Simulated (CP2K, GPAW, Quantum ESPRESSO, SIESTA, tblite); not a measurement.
**A faulty CP2K run on (11,0) carbon nanotube bundle (176 atoms)**

Program: CP2K 2026.2, a calculation on a cell of 176 C, 11.9 Å³ an atom.

The input, input.inp:

```
&GLOBAL
  PROJECT cell
  RUN_TYPE ENERGY_FORCE
  PRINT_LEVEL LOW
&END GLOBAL
&FORCE_EVAL
  METHOD QS
  STRESS_TENSOR ANALYTICAL
  &DFT
    BASIS_SET_FILE_NAME BASIS_MOLOPT
    POTENTIAL_FILE_NAME GTH_POTENTIALS
    &MGRID
      CUTOFF 450
      REL_CUTOFF 50
    &END MGRID
    &QS
      EPS_DEFAULT 1.0E-12
    &END QS
    &SCF
      SCF_GUESS ATOMIC
      EPS_SCF 1.0E-06
      MAX_SCF 60
      ADDED_MOS 79
      &DIAGONALIZATION
        ALGORITHM STANDARD
      &END DIAGONALIZATION
      &SMEAR ON
        METHOD FERMI_DIRAC
        ELECTRONIC_TEMPERATURE [K] 580
      &END SMEAR
      &MIXING
        METHOD BROYDEN_MIXING
        ALPHA 0.15
        NBROYDEN 8
      &END MIXING
      &PRINT
        &RESTART OFF
        &END RESTART
      &END PRINT
    &END SCF
    &XC
      &XC_FUNCTIONAL PBE96
      &END XC_FUNCTIONAL
    &END XC
    &PRINT
      &MULLIKEN ON
      &END MULLIKEN
      &HIRSHFELD ON
        SHAPE_FUNCTION DENSITY
      &END HIRSHFELD
      &MO ON
        EIGENVALUES T
        OCCUPATION_NUMBERS T
        MO_INDEX_RANGE 341 364
        &EACH
          QS_SCF 0
        &END EACH
        ADD_LAST NUMERIC
      &END MO
    &END PRINT
  &END DFT
  &SUBSYS
    &CELL
      A 11.91347 0.00000 0.00000
      B -5.95673 10.31736 0.00000
      C 0.00000 0.00000 17.04338
    &END CELL
    &COORD
      C -2.02261 8.25069 1.34472
      C -1.99294 9.47577 0.69145
      C 3.92638 0.33604 1.30740
      C 3.78116 1.58010 0.67816
      C -1.69385 9.54562 3.51673
      C 4.10062 0.41331 2.72115
      C 3.20276 2.70635 1.38921
      C 2.36262 3.52637 0.70474
      C 3.82887 1.57587 3.43475
      C 3.37372 2.81798 2.81386
[... 162 atom lines left out ...]
      C 7.19657 6.04515 16.25938
      C -3.59399 6.39480 15.61003
      C -2.44512 7.16726 16.35210
      C -2.08950 8.41339 15.61225
    &END COORD
    &KIND C
      BASIS_SET DZVP-MOLOPT-SR-GTH-q4
      POTENTIAL GTH-PBE-q4
    &END KIND
  &END SUBSYS
  &PRINT
    &FORCES ON
    &END FORCES
    &STRESS_TENSOR ON
    &END STRESS_TENSOR
  &END PRINT
&END FORCE_EVAL
```

Run with:

```
$ OMP_NUM_THREADS=1 mpirun -np 4 cp2k.psmp -i input.inp > output.txt
```

The log of the run:

```text
*   ___                                                                       *
 *  /   \                                                                      *
 * [ABORT]                                                                     *
 *  \___/                   invalid value for enumeration:PBE96                *
 *    |                                                                        *
 *  O/|                                                                        *
 * /| |                                                                        *
```

It took 0.74 s on 4 MPI ranks of Arm Neoverse V1, shared host; peak memory 0.57 GiB.

Banners, paths, timers and routine set-up lines are dropped from the logs unmarked, and long logs keep their key lines alone; longer cuts are marked.

**Question.** Which part of the input is at fault, and how is it mended?

An unknown functional: functional pbe96. The sound run has functional pbe.

The program stopped at the start.

[Also dropped from logs without a mark: logging warnings of Python, and SIESTA's first energy breakdown and zero terms.]

[Logs are printed without paths, hosts, clocks, repeated set-up lines and the standing remarks that a program may print on its own settings, such as how far it seeks lower states.]

[Hosts, paths, dates, database ids (printed as entryN), source tags and the programs' standing remarks are cut or masked in the printed files.]
